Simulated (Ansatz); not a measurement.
## Sc (P6_3/mmc, 2 atoms in the cell): zone-centre modes under pressure

Wanted: Grüneisen parameters and pressure coefficients of the modes of Sc (P6_3/mmc, 2 atoms in the cell).

Calculated with Ansatz 0.2.0; DFT LDA, scalar-relativistic, plane waves, PAW; PAW set soft_1.

### Step 1. Starting point

The structure is hexagonal, space group P6_3/mmc (No. 194). Conventional cell: a = 3.309 Å, b = 3.309 Å, c = 5.273 Å, α = 90.00°, β = 90.00°, γ = 120.00°. Sc has 12 Sc at 3.26 to 3.31 Å nearest.

Structure file:

```cif
data_structure
_symmetry_space_group_name_H-M 'P6_3/mmc'
_symmetry_Int_Tables_number 194
_cell_length_a 3.3090
_cell_length_b 3.3090
_cell_length_c 5.2733
_cell_angle_alpha 90.000
_cell_angle_beta 90.000
_cell_angle_gamma 120.000
_cell_volume 50.00
loop_
_atom_site_label
_atom_site_type_symbol
_atom_site_symmetry_multiplicity
_atom_site_Wyckoff_symbol
_atom_site_fract_x
_atom_site_fract_y
_atom_site_fract_z
_atom_site_occupancy
Sc1 Sc 2 c 0.33333 0.66667 0.25000 1
```

### Step 2. Bringing the structure to rest

Harmonic phonons are second derivatives at a point where the forces vanish, and they are wanted at zero stress, so atoms and cell are relaxed first.

The input, input.yaml:

```yaml
crystal:
  lattice:
    - [3.309, 0.0, 0.0]
    - [-1.6545, 2.8656780611, 0.0]
    - [0.0, 0.0, 5.2733]
  atoms:
    - { symbol: Sc, position: [0.33333333, 0.66666667, 0.25] }
    - { symbol: Sc, position: [0.66666667, 0.33333333, 0.75] }
kpoints:
  mp_grid: { grid: [15, 15, 8] }
hamiltonian:
  xc: lda
  pseudopotentials: { kind: paw, azcp: { folder: soft_1 }, xc_functional: pbe }
scf:
  occupations: { method: gaussian, width: 0.1 }
output:
  forces: true
  stress: true
  eigenvalues: true
relax:
  adjacent_minimum: "off"
  f_tol: 0.005
  max_steps: 80
  cell: { stress_tol: 0.05 }
```

Run with:

```console
ansatz run input.yaml --threads 4 --pin off --max-ram 10240MiB --backend cpu --events-out ev --progress --plain --runs-dir out
```

Numbers of over 12 decimals in the logs are rounded to 6 here.

Log:

```text
Engine: ansatz 0.2.0, x86_64-unknown-linux-gnu
Pseudopotentials: kind: paw
Pseudopotential: Sc, paw, valence charge 11, recommended cutoff 420 eV (normal), soft_1/Sc.paw.azcp
Functional definition: SPW92
  exchange = slater_x
  correlation = pw_c
Crystal: 2 atoms, lattice volume = 50.004 Å³
Basis set: ecut = 420 eV, 989 PW (Γ)
Bands: 15, of which v1, the nominal top of the filled ones, is band 11 counted from 1 (10 counted from 0)
Symmetry: 24 space group operations
Space group: P63/mmc (ITA 194), of the structure as read, at distance tolerance 3.7e-5 Å
k-points: 135 of 1800
Non-local potential: Sc, projectors of the file, l = 0: 3, l = 1: 2, l = 2: 3, l = 3: 1
PAW form: soft (Blöchl's): semilocal exchange-correlation on the pseudo side does not see the compensation charge
PAW frozen core: Sc, regenerated for the run's functional, and the local potential with it (the file was generated under x = pbe(κ = 0.804, μ = 0.219515), c = pbe(β = 0.066725))
PAW one-centre angular grid: Sc, 590 points (default); XC on 64 Gauss nodes
Initial density: superposition of atomic densities (chi_scale 0.1, normalization cell)
Initial wavefunctions: pseudopotential atomic-orbital guess
Functional: x = slater, c = lda
SCF iter   1: F=—  HF=-4178.073295 eV  |F-HF|=—  |Δ(HF+E_count)|=         —  Δρ=2.39e-2  dr2=3.69e-1  ethr=3.10e-3  ⟨swp⟩=3.1  Hψ=7799  notcnv=0
preconditioner: auto → none  [metal: Δε(μ)=0.014 eV  Ē_g=2.587 eV  σ=0.100 eV  W_gap=0.08  n_scr=8 (ndim 8)  ℏωp=12.9 eV  f_vac=0.000  D(μ)=4.39/eV (n_scr^D=54)  sad-step TF]
SCF iter   2: F=—  HF=-4177.983637 eV  |F-HF|=—  |Δ(HF+E_count)|=   8.97e-2  Δρ=1.33e-2  dr2=1.27e-1  ethr=1.68e-3  ⟨swp⟩=2.0  Hψ=3576  notcnv=0  defer=10
SCF iter   3: F=—  HF=-4177.940897 eV  |F-HF|=—  |Δ(HF+E_count)|=   4.27e-2  Δρ=8.75e-4  dr2=2.49e-4  ethr=5.75e-4  ⟨swp⟩=3.0  Hψ=3758  notcnv=0  defer=10
SCF iter   4: F=—  HF=-4177.941144 eV  |F-HF|=—  |Δ(HF+E_count)|=   2.48e-4  Δρ=6.45e-5  dr2=1.15e-6  ethr=1.13e-6  ⟨swp⟩=2.5  Hψ=3450  notcnv=0  defer=10
SCF iter   5: F=—  HF=-4177.941146 eV  |F-HF|=—  |Δ(HF+E_count)|=   2.04e-6  Δρ=1.33e-5  dr2=7.40e-8  ethr=5.22e-9  ⟨swp⟩=1.9  Hψ=2527  notcnv=0  defer=10
SCF iter   6: F=-4177.941146 eV  HF=-4177.941146 eV  |F-HF|=2.27e-10  |Δ(HF+E_count)|=   2.68e-8  Δρ=1.09e-6  dr2=5.45e-10  ethr=3.36e-10  ⟨swp⟩=2.3  Hψ=7531  notcnv=0
SCF 1 converged in 6 iterations: F = -4177.941146 eV  dr2 = 5.45e-10
  greatest PAW one-centre occupation: 0.998 electrons in one spin orbital (limit 2), on the Sc atom at site 1 (counted from 0), in its partial waves of l = 0
relax step   1: F+E_penalty+E_count = -4177.94114635 eV  Δ(F+E_penalty+E_count) = +0.000e0 eV  max|allowed force component| = 7.864e-17 eV/Å  Δτ_max = 0.0000 Å  P = -5.350 GPa  Ω = 50.004 Å³  (6 SCF iters, dr2 threshold 1.00e-7 eV, accepted)
Crystal: 2 atoms, lattice volume = 44.662 Å³
Basis set: ecut = 420 eV, 881 PW (Γ)
Initial density: handed on by an earlier stage of this run
Initial wavefunctions: those handed on with the density
iter 1 solved again at ethr=4.42e-6 eV; its pass at ethr=3.10e-3 eV (dr2=9.72e-4 eV) is discarded
SCF iter   1: F=—  HF=-4178.036123 eV  |F-HF|=—  |Δ(HF+E_count)|=         —  Δρ=1.63e-3  dr2=9.91e-4  ethr=4.42e-6  ⟨swp⟩=2.3  Hψ=14575  notcnv=0
preconditioner: auto → none  [metal: Δε(μ)=0.023 eV  Ē_g=2.606 eV  σ=0.100 eV  W_gap=0.13  n_scr=8 (ndim 8)  ℏωp=13.6 eV  f_vac=0.000  D(μ)=3.50/eV (n_scr^D=36)]
SCF iter   2: F=—  HF=-4178.035775 eV  |F-HF|=—  |Δ(HF+E_count)|=   3.48e-4  Δρ=5.79e-4  dr2=7.26e-5  ethr=4.42e-6  ⟨swp⟩=2.9  Hψ=3548  notcnv=0
SCF iter   3: F=—  HF=-4178.035758 eV  |F-HF|=—  |Δ(HF+E_count)|=   1.70e-5  Δρ=1.48e-4  dr2=4.03e-6  ethr=3.30e-7  ⟨swp⟩=1.9  Hψ=2363  notcnv=0
iter 4 did not close the SCF: its close was put off for the readings that it lacked (scf_convergence_deferred on its scf_iter line)
SCF iter   4: F=-4178.035760 eV  HF=-4178.035760 eV  |F-HF|=1.57e-8  |Δ(HF+E_count)|=   2.52e-6  Δρ=1.51e-5  dr2=8.52e-8  ethr=1.83e-8  ⟨swp⟩=2.0  Hψ=2387  notcnv=0
iter 5 did not close the SCF: its close was put off for the readings that it lacked (scf_convergence_deferred on its scf_iter line)
SCF iter   5: F=-4178.035760 eV  HF=-4178.035760 eV  |F-HF|=3.77e-10  |Δ(HF+E_count)|=   3.05e-8  Δρ=1.63e-6  dr2=9.25e-10  ethr=3.87e-10  ⟨swp⟩=2.0  Hψ=2421  notcnv=0
SCF iter   6: F=-4178.035760 eV  HF=-4178.035760 eV  |F-HF|=8.19e-12  |Δ(HF+E_count)|=  1.92e-10  Δρ=1.68e-7  dr2=6.92e-12  ethr=4.21e-12  ⟨swp⟩=1.0  Hψ=6136  notcnv=0
SCF 2 converged in 6 iterations: F = -4178.035760 eV  dr2 = 6.92e-12
relax step   2: F+E_penalty+E_count = -4178.03576012 eV  Δ(F+E_penalty+E_count) = -9.461e-2 eV  max|allowed force component| = 1.943e-16 eV/Å  Δτ_max = 0.0000 Å  P = +0.544 GPa  Ω = 44.662 Å³  energy of the carried Pulay correction = +3.095e-4 eV  (6 SCF iters, dr2 threshold 2.00e-7 eV, accepted)
Crystal: 2 atoms, lattice volume = 45.041 Å³
iter 1 solved again at ethr=1.53e-7 eV; its pass at ethr=3.10e-3 eV (dr2=3.36e-5 eV) is discarded
SCF iter   1: F=—  HF=-4178.037740 eV  |F-HF|=—  |Δ(HF+E_count)|=         —  Δρ=2.99e-4  dr2=3.26e-5  ethr=1.53e-7  ⟨swp⟩=2.0  Hψ=14499  notcnv=0
preconditioner: auto → none  [metal: Δε(μ)=0.009 eV  Ē_g=2.585 eV  σ=0.100 eV  W_gap=0.05  n_scr=8 (ndim 8)  ℏωp=13.6 eV  f_vac=0.000  D(μ)=3.47/eV (n_scr^D=34)]
SCF iter   2: F=—  HF=-4178.037733 eV  |F-HF|=—  |Δ(HF+E_count)|=   6.75e-6  Δρ=1.23e-4  dr2=4.04e-6  ethr=1.48e-7  ⟨swp⟩=1.9  Hψ=2271  notcnv=0
iter 3 did not close the SCF: its close was put off for the readings that it lacked (scf_convergence_deferred on its scf_iter line)
SCF iter   3: F=-4178.037733 eV  HF=-4178.037733 eV  |F-HF|=2.65e-8  |Δ(HF+E_count)|=  8.73e-11  Δρ=2.42e-5  dr2=1.33e-7  ethr=1.84e-8  ⟨swp⟩=1.8  Hψ=2235  notcnv=0
iter 4 did not close the SCF: its close was put off for the readings that it lacked (scf_convergence_deferred on its scf_iter line)
SCF iter   4: F=-4178.037733 eV  HF=-4178.037733 eV  |F-HF|=1.88e-9  |Δ(HF+E_count)|=   3.48e-8  Δρ=3.69e-6  dr2=5.00e-9  ethr=6.04e-10  ⟨swp⟩=2.0  Hψ=2528  notcnv=0
iter 5 did not close the SCF: its close was put off for the readings that it lacked (scf_convergence_deferred on its scf_iter line)
SCF iter   5: F=-4178.037733 eV  HF=-4178.037733 eV  |F-HF|=1.00e-11  |Δ(HF+E_count)|=  4.42e-10  Δρ=2.10e-7  dr2=1.29e-11  ethr=2.27e-11  ⟨swp⟩=2.8  Hψ=3607  notcnv=0
SCF iter   6: F=-4178.037733 eV  HF=-4178.037733 eV  |F-HF|=9.09e-13  |Δ(HF+E_count)|=  7.28e-12  Δρ=3.49e-8  dr2=2.38e-13  ethr=1.00e-12  ⟨swp⟩=1.0  Hψ=4616  notcnv=0
SCF 3 converged in 6 iterations: F = -4178.037733 eV  dr2 = 2.38e-13
relax step   3: F+E_penalty+E_count = -4178.03773315 eV  Δ(F+E_penalty+E_count) = -1.973e-3 eV  max|allowed force component| = 2.498e-16 eV/Å  Δτ_max = 0.0000 Å  P = -0.007 GPa  Ω = 45.041 Å³  energy of the carried Pulay correction = +2.864e-4 eV  (6 SCF iters, dr2 threshold 2.00e-7 eV, accepted)
[...]
relax step   4: F+E_penalty+E_count = -4178.03779990 eV  Δ(F+E_penalty+E_count) = -6.674e-5 eV  max|allowed force component| = 1.480e-16 eV/Å  Δτ_max = 0.0000 Å  P = +0.008 GPa  Ω = 45.025 Å³  energy of the carried Pulay correction = +2.874e-4 eV  (7 SCF iters, dr2 threshold 7.01e-8 eV, accepted)
Initial wavefunctions: pseudopotential atomic-orbital guess (no wavefunctions were taken with the density)
iter 1 solved again at ethr=6.97e-10 eV; its pass at ethr=3.10e-3 eV (dr2=1.53e-7 eV) is discarded
SCF iter   1: F=—  HF=-4178.037580 eV  |F-HF|=—  |Δ(HF+E_count)|=         —  Δρ=6.15e-5  dr2=2.17e-7  ethr=6.97e-10  ⟨swp⟩=3.0  Hψ=14189  notcnv=0
preconditioner: auto → none  [metal: Δε(μ)=0.011 eV  Ē_g=2.587 eV  σ=0.100 eV  W_gap=0.06  n_scr=8 (ndim 8)  ℏωp=13.6 eV  f_vac=0.000  D(μ)=3.45/eV (n_scr^D=34)]
SCF iter   2: F=—  HF=-4178.037580 eV  |F-HF|=—  |Δ(HF+E_count)|=   5.19e-8  Δρ=3.03e-5  dr2=5.31e-8  ethr=6.97e-10  ⟨swp⟩=2.0  Hψ=3423  notcnv=0
SCF iter   3: F=—  HF=-4178.037580 eV  |F-HF|=—  |Δ(HF+E_count)|=   2.64e-8  Δρ=2.14e-6  dr2=1.26e-9  ethr=2.41e-10  ⟨swp⟩=1.4  Hψ=2216  notcnv=0
iter 4 did not close the SCF: its close was put off for the readings that it lacked (scf_convergence_deferred on its scf_iter line)
SCF iter   4: F=-4178.037580 eV  HF=-4178.037580 eV  |F-HF|=9.09e-13  |Δ(HF+E_count)|=  3.80e-10  Δρ=3.61e-7  dr2=1.67e-11  ethr=5.73e-12  ⟨swp⟩=2.2  Hψ=3313  notcnv=0
iter 5 did not close the SCF: its close was put off for the readings that it lacked (scf_convergence_deferred on its scf_iter line)
SCF iter   5: F=-4178.037580 eV  HF=-4178.037580 eV  |F-HF|=0.00e0  |Δ(HF+E_count)|=  9.09e-13  Δρ=1.86e-8  dr2=6.19e-14  ethr=1.00e-12  ⟨swp⟩=1.0  Hψ=2025  notcnv=0
iter 6 did not close the SCF: its close was put off for the readings that it lacked (scf_convergence_deferred on its scf_iter line)
SCF iter   6: F=-4178.037580 eV  HF=-4178.037580 eV  |F-HF|=9.09e-13  |Δ(HF+E_count)|=  9.09e-13  Δρ=2.18e-9  dr2=7.00e-16  ethr=1.00e-12  ⟨swp⟩=1.0  Hψ=2025  notcnv=0
iter 7 did not close the SCF: its close was put off for the readings that it lacked (scf_convergence_deferred on its scf_iter line)
SCF iter   7: F=-4178.037580 eV  HF=-4178.037580 eV  |F-HF|=0.00e0  |Δ(HF+E_count)|=  9.09e-13  Δρ=3.62e-10  dr2=2.83e-17  ethr=1.00e-12  ⟨swp⟩=1.0  Hψ=2025  notcnv=0
SCF iter   8: F=-4178.037580 eV  HF=-4178.037580 eV  |F-HF|=0.00e0  |Δ(HF+E_count)|=  9.09e-13  Δρ=1.80e-11  dr2=1.05e-19  ethr=1.00e-12  ⟨swp⟩=1.0  Hψ=4590  notcnv=0
SCF 5 converged in 8 iterations: F = -4178.037580 eV  dr2 = 1.05e-19
relax step   5: F+E_penalty+E_count = -4178.03758029 eV  Δ(F+E_penalty+E_count) = +2.196e-4 eV  max|allowed force component| = 1.573e-16 eV/Å  Δτ_max = 0.0000 Å  P = +0.005 GPa  Ω = 45.025 Å³  stress off target by 8.80e-3 GPa  SCF on the basis re-selected at this cell (its energy is not comparable with the rows above)  (8 SCF iters)
basis re-selected at this cell: Δ(F+E_penalty+E_count) = +2.196e-4 eV, ΔP = -0.003 GPa vs the last step (what re-selecting the basis moved, of the pressure what is left beyond the Pulay correction that the steps carried, after the strain that the cell walked since its last selection, with what the two solves' SCF thresholds leave and, on support functions, any second-order correction that the steps lacked; it is no m [...]
SCF converged after 8 iterations
Free energy (F): -4178.037580 eV
Harris-Foulkes:  -4178.037580 eV  (|F-HF|=0.00e0)
Internal energy: -4178.020321 eV  (E = F + TS)
E sigma→0 (E₀):  -4178.028951 eV
Entropy (-TS):   -0.017259 eV (-8.630 meV/atom)
Fermi energy:    9.895877 eV
--- Per-component energies (eV) ---
  E_band       = -315.106973
  E_kinetic    = 415.786248
  E_local      = -1627.168068  (includes V_loc(G=0)·N_el)
  E_nonlocal   = 293.527015
  E_hartree    = 580.290794
  E_xc         = -169.607710
  E_vxc        = -209.772665  (∫ρ·V_xc dr)
  E_paw        = -1890.061943  (= ΣΔE_a)
  E_vpaw       = -348.061149  (= ΣTr[D̂ρ^β])
  E_aug_tail   = 0.000059  (compensation charges beyond the density's cutoff)
  E_ewald      = -1781.396560
  E_core_change = 0.609846  (= ΣΔE_core)
  E_smearing   = -0.017259  (= −TS)
  E_closure    = 0.000000  (closes the sum)
  Σ components = -4178.037580   (vs F -4178.037580, Δ=0.00e0)
--- Forces (eV/Å), atoms counted from 1 ---
  atom   1  Sc     0.00000000    -0.00000000     0.00000000
  atom   2  Sc    -0.00000000     0.00000000     0.00000000
  max |Σ_I F_I| component: 1.85e-17 eV/Å
--- Stress (GPa, compression-positive) ---
        0.002850      -0.000000       0.000000
       -0.000000       0.002850       0.000000
        0.000000       0.000000       0.008799
  P = ⅓ Tr σ = 0.0048 GPa (0.048 kbar)
--- Band table (eV; the first three rows and the last of 135) ---
  k-point 0: bands = [... 7 lower, -17.3779, 4.6727, 8.1430, 10.9004, 11.5331, 11.5331, 11.8946, 12.0555]
  k-point 1: bands = [... 7 lower, -17.4025, 4.7896, 8.0354, 10.7907, 11.4642, 11.4642, 11.8143, 11.9762]
  k-point 2: bands = [... 7 lower, -17.4359, 5.1307, 7.6715, 10.6480, 11.3702, 11.3702, 11.5905, 11.7885]
  k-point 134: bands = [... 7 lower, -17.4776, 9.4537, 9.4537, 9.7056, 9.7056, 10.2678, 10.2678, 12.4525]
--- Relaxed structure (4 steps of the walk, 4 accepted, 1 SCFs on fresh bases) ---
  F+E_penalty+E_count = -4178.03758029 eV   max|allowed force component| = 1.573e-16 eV/Å   (the final SCF, on the basis selected at the relaxed cell)
  cell:  # Å, volume = 45.0246 Å³
    - [3.229594, 0.0, 0.0]
    - [-1.614797, 2.796911, 0.0]
    - [0.0, 0.0, 4.984519]
  atoms:
    - { symbol: Sc, position: [0.333333, 0.666667, 0.25] }
    - { symbol: Sc, position: [0.666667, 0.333333, 0.75] }
```

The job ended after 2.5 s (4 threads of AMD EPYC 9B45 (Zen 5), shared host; peak memory 0.47 GiB).

Relaxation path:

| step | energy less that of the first step (eV) | largest force component (eV/Å) | pressure (GPa) | volume (Å³) |
| --- | --- | --- | --- | --- |
| 1 | 0.0000 | 0.0000 | -5.35 | 50.00 |
| 2 | -0.0946 | 0.0000 | 0.54 | 44.66 |
| 3 | -0.0966 | 0.0000 | -0.01 | 45.04 |
| 4 | -0.0967 | 0.0000 | 0.01 | 45.02 |
| 5* | -0.0964 | 0.0000 | 0.00 | 45.02 |

Relaxation steps marked * repeat the geometry before them on a plane-wave basis chosen anew for their cell, so energy and pressure can jump there.

The run keeps the 24 symmetry operations that it works with, so distortions that break them were not tested.

| conventional cell, symmetrised | before | after | change |
| --- | --- | --- | --- |
| a (Å) | 3.309 | 3.230 | -2.4 % |
| b (Å) | 3.309 | 3.230 | -2.4 % |
| c (Å) | 5.273 | 4.985 | -5.5 % |
| volume (Å³/atom) | 25.00 | 22.51 | -10.0 % |

The relaxed structure:

```cif
data_structure
_symmetry_space_group_name_H-M 'P 1'
_symmetry_Int_Tables_number 1
_cell_length_a 3.2296
_cell_length_b 3.2296
_cell_length_c 4.9845
_cell_angle_alpha 90.000
_cell_angle_beta 90.000
_cell_angle_gamma 120.000
_cell_volume 45.02
loop_
_atom_site_label
_atom_site_type_symbol
_atom_site_fract_x
_atom_site_fract_y
_atom_site_fract_z
_atom_site_occupancy
Sc1 Sc 0.33333 0.66667 0.25000 1
Sc2 Sc 0.66667 0.33333 0.75000 1
```

Numbers from this step:

```yaml
pressure: 0.004833 GPa
volume_per_atom: 22.51 Å³
gap_on_the_k_mesh: 0 eV
```

In this step the volume went from 25.00 to 22.51 Å³/atom.

### Step 3. Bringing the structure to rest

The relaxation is repeated from its end on the same settings, as a check that it has come to rest.

input.yaml, the sections that differ from step 2:

```yaml
crystal:
  lattice:
    - [3.2295941641, 0.0, 0.0]
    - [-1.6147970821, 2.7969105901, 0.0]
    - [0.0, 0.0, 4.9845188724]
  atoms:
    - { symbol: Sc, position: [0.3333333333, 0.6666666667, 0.25] }
    - { symbol: Sc, position: [0.6666666667, 0.3333333333, 0.75] }
# kpoints, hamiltonian, scf, output, relax: as in step 2
```

Log:

```text
[...]
Crystal: 2 atoms, lattice volume = 45.025 Å³
Basis set: ecut = 420 eV, 905 PW (Γ)
Bands: 15, of which v1, the nominal top of the filled ones, is band 11 counted from 1 (10 counted from 0)
Symmetry: 24 space group operations
[...]
k-points: 135 of 1800
[...]
k-point 134: bands = [... 7 lower, -17.4776, 9.4537, 9.4537, 9.7056, 9.7056, 10.2678, 10.2678, 12.4525]
--- Relaxed structure (1 steps of the walk, 1 accepted, 1 SCFs on fresh bases) ---
[...]
cell:  # Å, volume = 45.0246 Å³
    - [3.229594, 2.8867515297344792e-11, 0.0]
    - [-1.614797, 2.796911, 0.0]
    - [0.0, 0.0, 4.9845188724]
  atoms:
    - { symbol: Sc, position: [0.333333, 0.666667, 0.250000] }
    - { symbol: Sc, position: [0.666667, 0.333333, 0.75] }
[key lines of the parts left out:]
SCF converged after 7 iterations
Free energy (F): -4178.037580 eV
Fermi energy:    9.895877 eV
P = ⅓ Tr σ = 0.0048 GPa (0.048 kbar)
```

Elapsed: 1.1 s, on 4 threads; peak memory 0.46 GiB.

Little changed from the start: no atom moved by 0.005 Å and no cell edge by 0.1 %.

In this step the volume went from 22.51 to 22.51 Å³/atom.

[end of part 1 of 3]

[Logs are printed without paths, hosts, clocks, repeated set-up lines and the standing remarks that a program may print on its own settings, such as how far it seeks lower states.]

[Hosts, paths, dates, database ids (printed as entryN), source tags and the programs' standing remarks are cut or masked in the printed files.]
